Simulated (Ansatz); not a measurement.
# Lattice dynamics of LaP (Fm-3m)

Wanted: vibrations and spectra of LaP (Fm-3m); the cell is already relaxed. After the zone centre comes a 4×4×4 q mesh on a 12×12×12 k mesh.

Main program and level: Ansatz 0.2.0; DFT PBEsol, scalar-relativistic, plane waves, PAW.

### Step 1. The starting structure

It takes space group Fm-3m (No. 225, cubic). The conventional cell has a = 5.979 Å, b = 5.979 Å, c = 5.979 Å, α = 90.00°, β = 90.00°, γ = 90.00°. Nearest to La lie 6 P at 2.99 Å. Nearest to P lie 6 La at 2.99 Å. Farther neighbours are not listed.

### Step 2. Zone-centre response

The cell comes from relaxations at this level that are not shown. The zone centre comes first: it holds the modes that light can see, as far as symmetry allows. No field response is asked, since the mesh shows no gap.

Input file input.yaml:

```yaml
crystal:
  lattice:
    - [0.0, 2.9893524227, 2.9893524227]
    - [2.9893524227, 0.0, 2.9893524227]
    - [2.9893524227, 2.9893524227, 0.0]
  atoms:
    - { symbol: La, position: [0.0, 0.0, 0.0] }
    - { symbol: P, position: [0.5, 0.5, 0.5] }
kpoints:
  mp_grid: { grid: [12, 12, 12] }
hamiltonian:
  xc: pbesol
scf:
  occupations: { method: methfessel_paxton, width: 0.15 }
output:
  eigenvalues: true
phonons:
  method: dfpt
```

The run is started by

```sh
$ ansatz run input.yaml --threads 4 --pin off --max-ram 7168MiB --backend cpu --events-out ev --progress --plain --runs-dir out
```

Numbers of over 12 decimals in the logs are rounded to 6 here.

The program printed:

```text
Engine: ansatz 0.2.0, x86_64-unknown-linux-gnu
Pseudopotentials: kind: paw
Pseudopotential: La, paw, valence charge 11, recommended cutoff 420 eV (normal), La.paw.azcp
Pseudopotential: P, paw, valence charge 5, recommended cutoff 420 eV (normal), P.paw.azcp
Functional definition: PBEsol
  exchange = pbesol_x
  correlation = pbesol_c
Crystal: 2 atoms, lattice volume = 53.427 Å³
Basis set: ecut = 420 eV, 1037 PW (Γ), exchange–correlation on 60×60×60 points (8 copies of the dense FFT grid, shifted against one another)
Bands: 12, of which v1, the nominal top of the filled ones, is band 8 counted from 1 (7 counted from 0)
Symmetry: 48 space group operations
k-points: 163 of 1728 (irreducible under 8 space group operations, time reversal used)
Non-local potential: La, projectors of the file, l = 0: 3, l = 1: 2, l = 2: 2, l = 3: 3
Non-local potential: P, projectors of the file, l = 0: 2, l = 1: 2, l = 2: 2
PAW form: soft (Blöchl's): semilocal exchange-correlation on the pseudo side does not see the compensation charge
PAW frozen core: La, regenerated for the run's functional, and the local potential with it (the file was generated under x = pbe(κ = 0.804, μ = 0.219515), c = pbe(β = 0.066725))
PAW frozen core: P, regenerated for the run's functional, and the local potential with it (the file was generated under x = pbe(κ = 0.804, μ = 0.219515), c = pbe(β = 0.066725))
PAW one-centre angular grid: La, 590 points (default); XC on 64 Gauss nodes
PAW one-centre angular grid: P, 110 points (default); XC on 64 Gauss nodes
Initial density: superposition of atomic densities (neutral atoms: chi_scale 0, normalization atom), corrected by the library's trained network
Initial wavefunctions: pseudopotential atomic-orbital guess
Functional: x = pbesol(κ = 0.804, μ = 0.123457), c = pbesol(β = 0.046)
SCF iter   1: F=—  HF=-6904.437160 eV  |F-HF|=—  |Δ(HF+E_count)|=         —  Δρ=3.34e-3  dr2=1.12e-2  ethr=1.77e-3  ⟨swp⟩=4.5  Hψ=10041  notcnv=0
preconditioner: auto → Kerker (q_TF=auto, 2.232 Å⁻¹)  [metal: Δε(μ)=0.072 eV  Ē_g=10.914 eV  σ=0.150 eV  W_gap=0.38  n_scr=14 (ndim 8)  ℏωp=19.0 eV  f_vac=0.000  D(μ)=0.20/eV (n_scr^D=0)]
SCF iter   2: F=—  HF=-6904.434157 eV  |F-HF|=—  |Δ(HF+E_count)|=   3.00e-3  S|Δr|=    0.00e0  Δρ=1.55e-3  dr2=2.17e-3  ethr=6.98e-5  ⟨swp⟩=2.5  Hψ=4675  notcnv=0
SCF iter   3: F=—  HF=-6904.433712 eV  |F-HF|=—  |Δ(HF+E_count)|=   4.45e-4  S|Δr|=    0.00e0  Δρ=3.92e-4  dr2=1.15e-4  ethr=1.36e-5  ⟨swp⟩=2.0  Hψ=2621  notcnv=0
SCF iter   4: F=—  HF=-6904.433703 eV  |F-HF|=—  |Δ(HF+E_count)|=   8.67e-6  S|Δr|=    0.00e0  Δρ=8.28e-5  dr2=3.91e-6  ethr=7.21e-7  ⟨swp⟩=2.8  Hψ=3251  notcnv=0
SCF iter   5: F=—  HF=-6904.433704 eV  |F-HF|=—  |Δ(HF+E_count)|=   6.80e-7  S|Δr|=    0.00e0  Δρ=2.12e-5  dr2=3.09e-7  ethr=2.45e-8  ⟨swp⟩=2.2  Hψ=3099  notcnv=0
SCF iter   6: F=—  HF=-6904.433703 eV  |F-HF|=—  |Δ(HF+E_count)|=   3.00e-7  S|Δr|=    0.00e0  Δρ=5.81e-6  dr2=1.44e-8  ethr=1.93e-9  ⟨swp⟩=2.6  Hψ=3289  notcnv=0
SCF iter   7: F=—  HF=-6904.433703 eV  |F-HF|=—  |Δ(HF+E_count)|=   5.47e-9  S|Δr|=    0.00e0  Δρ=8.26e-7  dr2=2.47e-10  ethr=9.01e-11  ⟨swp⟩=2.5  Hψ=2951  notcnv=0
SCF iter   8: F=-6904.433703 eV  HF=-6904.433703 eV  |F-HF|=2.73e-12  |Δ(HF+E_count)|=  2.64e-10  S|Δr|=    0.00e0  Δρ=1.41e-7  dr2=5.31e-12  ethr=1.00e-12  ⟨swp⟩=7.7  Hψ=13591  notcnv=0
SCF 1 converged in 8 iterations: F = -6904.433703 eV  dr2 = 5.31e-12
  greatest PAW one-centre occupation: 0.972 electrons in one spin orbital (limit 2), on the La atom at site 0 (counted from 0), in its partial waves of l = 0
DFPT response loops at Γ: preconditioner auto → Kerker (q_TF=auto, 2.232 Å⁻¹) (partly filled bands, converged f_vac=0.000); β = 1.00, the filter's whole step (`scf.mixing.beta` (0.50) is not read by the response loops under this deck's `scf.mixing.preconditioner`; to damp them name `kerker` or `kerker_dos`, under which they read `scf.mixing.beta`, and type it under 1.00, their step now; both keys bind the ground state too); Broyden in place of MSR1
SCF converged after 8 iterations
Stability not checked: this state was not tested for a lower state beside it, because cold or Methfessel-Paxton smearing, or corrected tetrahedra, fill the levels in a way that the test cannot read (fill_not_monotonic; see scf.lower_state_search)
Free energy (F): -6904.433703 eV
Harris-Foulkes:  -6904.433703 eV  (|F-HF|=2.73e-12)
Internal energy: -6904.434634 eV  (E = F + TS)
E sigma→0 (E₀):  -6904.433936 eV
Entropy (-TS):   0.000931 eV (0.466 meV/atom)
Fermi energy:    9.113022 eV
Step filling:    the computed levels leave a gap of 0.0000 eV = 0.0 smearing widths at the electron count; against every level under it full and every level over it empty, smearing changes F+E_penalty+E_count by +0.218 meV and its σ→0 estimate by -0.015 meV
--- Per-component energies (eV) ---
  E_band       = -34.286513
  E_kinetic    = 262.017762
  E_local      = -383.396640  (includes V_loc(G=0)·N_el)
  E_nonlocal   = 131.618981
  E_hartree    = 118.495058
  E_xc         = -199.744777
  E_vxc        = -208.394504  (∫ρ·V_xc dr)
  E_paw        = -5883.177993  (= ΣΔE_a)
  E_vpaw       = -73.122238  (= ΣTr[D̂ρ^β])
  E_aug_tail   = 0.000003  (compensation charges beyond the density's cutoff)
  E_ewald      = -950.462633
  E_core_change = 0.215606  (= ΣΔE_core)
  E_smearing   = 0.000931  (= −TS)
  E_closure    = 0.000000  (closes the sum)
  Σ components = -6904.433703   (vs F -6904.433703, Δ=0.00e0)
--- Band table (eV; the first three rows and the last of 163) ---
  k-point 0: bands = [... 4 lower, -0.0778, 9.2349, 9.2349, 9.2349, 10.8720, 10.8720, 10.8720, 11.7757]
  k-point 1: bands = [... 4 lower, 0.0258, 8.8864, 9.0098, 9.0098, 10.8751, 10.9752, 10.9752, 11.9173]
  k-point 2: bands = [... 4 lower, 0.3070, 8.1420, 8.5461, 8.5461, 10.9002, 11.2324, 11.2324, 12.1060]
  k-point 162: bands = [... 4 lower, 0.7446, 7.4191, 8.1566, 8.1566, 11.3526, 11.3526, 12.1789, 12.1789]
--- Phonons (Γ-DFPT): 2 representative perturbations + reference, on 163 of 1728 k-points (Σ response iterations 6) ---
  k mesh reduced under 8 symmetry operations, with k and −k counted as one. Each operation leaves every solved perturbation unchanged. A smaller set is not used because it would not reduce the number of displacements times k-points to solve
  ASR residual: 1.979e-4 → 0.000e0 eV/Å²; symmetrization residual: 7.006e-7 eV/Å²
  ASR residual per site (eV/Å²): 1.98e-4 4.81e-5
  Γ frequencies (cm⁻¹): 0.00 0.00 0.00 160.85 160.85 160.85
  non-analytic LO–TO correction: not included (Born effective charges unavailable; polar crystals: no LO–TO splitting at Γ)
```

Run time: 3.1 s. Hardware: 4 threads of AMD EPYC 9R45, shared host; peak memory 0.77 GiB; 11 s of CPU time.

Numbers from this step:

```yaml
volume_per_atom: 26.71 Å³
gap_on_the_k_mesh: 0 eV
sum_rule_residual_before_enforcement: 1.98e-4 eV/Å²
point_group: m-3m
highest_optical_mode_at_the_zone_centre_no_lo_to_term: 160.8 cm⁻¹
lowest_optical_zone_centre_mode: 160.8 cm⁻¹
```

Patterns of degenerate modes are one choice out of their space. The modes at Γ (shares of kinetic energy by element, %):

```
mode  frequency (cm⁻¹)  symmetry  La %  P %
   1               0.0  acoustic    82   18
   2               0.0  acoustic    82   18
   3               0.0  acoustic    82   18
   4             160.8       T1u    18   82
   5             160.8       T1u    18   82
   6             160.8       T1u    18   82
```

Displacements in mode 6 (160.8 cm⁻¹), the largest set to 1:
```
La1  0.00  0.00 -0.22
P2   0.00  0.00  1.00
```

Before it was imposed, the acoustic sum rule was missed by 2.0e-4 eV/Å². Small misses are needed for a sound result but don't prove that mesh and cutoff are converged. The lowest optical mode is real, 161 cm⁻¹.

[end of part 1 of 2]

[Logs are printed without paths, hosts, clocks, repeated set-up lines and the standing remarks that a program may print on its own settings, such as how far it seeks lower states.]

[Hosts, paths, dates, database ids (printed as entryN), source tags and the programs' standing remarks are cut or masked in the printed files.]
